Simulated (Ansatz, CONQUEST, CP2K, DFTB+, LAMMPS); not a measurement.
# Running liquid (K,Li)(F,Br) at 1400 K (98 atoms) with CP2K, part 2 of 2

Aim: run liquid (K,Li)(F,Br) at 1400 K (98 atoms) in CP2K and see how near its forces come to a plane-wave reference, and at what cost.

Program: CP2K 2026.2; the method stands at each step. Banners, paths, timers and routine set-up lines are dropped from the logs unmarked, and long logs keep their key lines alone; longer cuts are marked.

So far. Step 2 (PBE, DZVP-MOLOPT-SR, 800/50 Ry, OT DIIS): Forces lie 13 % from the reference's, at 11 times its CPU time (on 1 against 4 cores). Step 3 (PBE, DZVP-MOLOPT-SR, 800/50 Ry, diagonalisation): Against the first run (13 %), the force difference from the reference is 13 %, at 0.73 times the CPU time (22 SCF steps against 35): another solver or mixer reaches the same state.

## (4) A run with a doubtful setting

Level of this step: Kohn-Sham DFT, PBE, GTH-PBE pseudopotentials, Gaussian and plane waves, DZVP-MOLOPT-SR-GTH (the short- or long-range twin where an element lacks it), orbital transformation (CP2K).

Contents of input.inp:

```
&GLOBAL
  PROJECT cell
  RUN_TYPE ENERGY_FORCE
  PRINT_LEVEL LOW
&END GLOBAL
&FORCE_EVAL
  METHOD QS
  STRESS_TENSOR ANALYTICAL
  &DFT
    BASIS_SET_FILE_NAME BASIS_MOLOPT
    POTENTIAL_FILE_NAME GTH_POTENTIALS
    &MGRID
      CUTOFF 800
      REL_CUTOFF 50
      NGRIDS 5
    &END MGRID
    &QS
      EPS_DEFAULT 1.0E-12
    &END QS
    &SCF
      SCF_GUESS ATOMIC
      EPS_SCF 1.0E-06
      MAX_SCF 25
      &OT
        MINIMIZER DIIS
        PRECONDITIONER FULL_ALL
        ENERGY_GAP 0.001
      &END OT
      &OUTER_SCF
        EPS_SCF 1.0E-06
        MAX_SCF 2
      &END OUTER_SCF
      &PRINT
        &RESTART OFF
        &END RESTART
      &END PRINT
    &END SCF
    &XC
      &XC_FUNCTIONAL PBE
      &END XC_FUNCTIONAL
    &END XC
    &PRINT
      &MULLIKEN ON
      &END MULLIKEN
      &HIRSHFELD ON
        SHAPE_FUNCTION DENSITY
      &END HIRSHFELD
      &MO_CUBES
        NHOMO 1
        NLUMO 4
        WRITE_CUBE F
      &END MO_CUBES
    &END PRINT
  &END DFT
  &SUBSYS
    &CELL
      A 14.39790 0.00000 0.00000
      B 0.00000 14.39790 0.00000
      C 0.00000 0.00000 14.39790
    &END CELL
    &COORD
      SCALED
      K 0.78919 0.72602 0.70302
      K 0.89743 0.19498 0.45982
      K 0.63586 0.33120 0.66263
      K 0.37131 0.93421 0.07642
      K 0.44936 0.24983 0.92681
      K 0.52969 0.92375 0.80158
      K 0.92793 0.91118 0.58281
      K 0.58129 0.11235 0.20362
      K 0.92510 0.29321 0.92101
      K 0.43976 0.63574 0.63469
      K 0.08472 0.66362 0.58662
      K 0.76547 0.42627 0.33120
      K 0.41268 0.12792 0.46552
      K 0.23740 0.36554 0.09392
      K 0.54564 0.84938 0.47039
      K 0.13794 0.30455 0.27749
      K 0.06541 0.58533 0.92140
      K 0.71195 0.79591 0.16532
      K 0.51910 0.49008 0.99310
      K 0.17073 0.95238 0.45199
[... 74 atom lines left out ...]
      Br 0.01725 0.43230 0.44389
      Br 0.00318 0.46075 0.11572
      Br 0.00671 0.16202 0.05618
      Br 0.69728 0.55864 0.13264
    &END COORD
    &KIND K
      BASIS_SET DZVP-MOLOPT-SR-GTH-q9
      POTENTIAL GTH-PBE-q9
    &END KIND
    &KIND Li
      BASIS_SET DZVP-MOLOPT-SR-GTH-q3
      POTENTIAL GTH-PBE-q3
    &END KIND
    &KIND F
      BASIS_SET DZVP-MOLOPT-SR-GTH-q7
      POTENTIAL GTH-PBE-q7
    &END KIND
    &KIND Br
      BASIS_SET DZVP-MOLOPT-XX-GTH
      POTENTIAL GTH-PBE-q7
    &END KIND
  &END SUBSYS
  &PRINT
    &FORCES ON
    &END FORCES
    &STRESS_TENSOR ON
    &END STRESS_TENSOR
  &END PRINT
&END FORCE_EVAL
```

Command:

```sh
$ OMP_NUM_THREADS=1 cp2k.psmp -i input.inp > output.txt
```

Numbers of over 12 decimals in the logs are rounded to 6 here.

Log:

```text
CP2K| version string:                                       CP2K version 2026.2
 CP2K| Input file name                                                 input.inp
 GLOBAL| Basis set file name                                        BASIS_MOLOPT
 GLOBAL| Potential file name                                      GTH_POTENTIALS
 GLOBAL| Run type                                                   ENERGY_FORCE
 GLOBAL| Total number of message passing processes                             1
 GLOBAL| Number of threads for this process                                    1
 *   ___                                                                       *
 *  /   \                                                                      *
 * [ABORT]                                                                     *
 *  \___/    The requested basis set <DZVP-MOLOPT-XX-GTH> for element <Br> was *
 *    |               not found in the basis set files <BASIS_MOLOPT>          *
 *  O/|                                                                        *
 * /| |                                                                        *
```

Run time: 1.6 s. Hardware: 1 thread of Intel Xeon 6975P-C (Granite Rapids), shared host; peak memory 0.18 GiB.

The program stopped at the start. The fault in the input: a basis that the file lacks (basis DZVP-MOLOPT-XX-GTH for Br).

## (5) The ladder

Differences are against the plane-wave reference, forces as r.m.s. over components; share is that over the reference's r.m.s. force, slope the least-squares factor from reference forces to these. Total energies of different programs have different zeros and aren't compared.

```csv
run,"Δ force, r.m.s. (meV/Å)",share (%),slope,Δ pressure (GPa),Δ gap (eV),cores,CPU time,memory (GiB)
reference,-,-,-,-,-,4,79 s,3.6
"CP2K PBE, DZVP-MOLOPT-SR, 800/50 Ry, OT DIIS",52.1,13.1,1.042,0.108,-0.0455,1,14 min,5.7
"CP2K PBE, DZVP-MOLOPT-SR, 800/50 Ry, diagonalisation",52.1,13.1,1.042,0.108,-0.0455,1,10 min,11
```

CPU time is summed over cores on a shared host, where runs went side by side, so it is rough. Symmetry, cutoffs, thresholds, outputs and thread counts weren't matched or tuned between programs; memory under MPI is the largest rank's times the ranks.

Mean charges by element (e), by run and scheme:

```csv
run,scheme,K,Li,F,Br
reference,Löwdin,+0.80,+0.76,-0.77,-0.64
"CP2K PBE, DZVP-MOLOPT-SR, 800/50 Ry, OT DIIS",Mulliken,+0.64,+0.68,-0.71,-0.60
"CP2K PBE, DZVP-MOLOPT-SR, 800/50 Ry, OT DIIS",Hirshfeld,+0.39,+0.24,-0.39,-0.23
"CP2K PBE, DZVP-MOLOPT-SR, 800/50 Ry, diagonalisation",Mulliken,+0.64,+0.68,-0.71,-0.60
"CP2K PBE, DZVP-MOLOPT-SR, 800/50 Ry, diagonalisation",Hirshfeld,+0.39,+0.24,-0.39,-0.23
```

The reference's Löwdin charges lack the electrons that the projection spills, 0.034 e an atom on average.

Within one program, basis, potentials and functional, energies share a zero. Each run against its twin at the usual cutoff or grid and solver:

```
                                                 run                                twin  Δ energy (meV/atom)  Δ force, r.m.s. (meV/Å)  CPU time over the twin's
CP2K PBE, DZVP-MOLOPT-SR, 800/50 Ry, diagonalisation  DZVP-MOLOPT-SR, 800/50 Ry, OT DIIS                    0                    0.006                      0.72
```

## (6) What came out

| Quantity | Value |
| --- | --- |
| nearest in forces | a tie at 13 % of 2 runs: CP2K PBE, DZVP-MOLOPT-SR, 800/50 Ry, OT DIIS; CP2K PBE, DZVP-MOLOPT-SR, 800/50 Ry, diagonalisation |

The PBE runs in local orbitals differ by 13 % in each run; basis, grid and potentials can all enter. None of the electronic-structure runs in the table takes under half the reference's CPU time of 79 s; they take 7.9 to 11 times as much. At the same functional, the gap of these runs lies 0.05 eV below the reference's 3.09 eV. Charges hang on scheme and program or settings: among these rows the mean for Li runs from +0.24 to +0.76 e. The frame stands for 1400 K, but pressures are static and levels are smeared at 580 K. The network of bonds at the start is that of the classical potential that made the cell, and needn't be the one that DFT or experiment would give. The ion parameters were fitted for water, not for melts, so the starting structure of this cell may lie well off the real melt's. The electronic-structure runs sample only Γ, in a cell whose shortest periodic width is 14 Å.

[Also dropped from logs without a mark: logging warnings of Python, and SIESTA's first energy breakdown and zero terms.]

[Logs are printed without paths, hosts, clocks, repeated set-up lines and the standing remarks that a program may print on its own settings, such as how far it seeks lower states.]

[Hosts, paths, dates, database ids (printed as entryN), source tags and the programs' standing remarks are cut or masked in the printed files.]
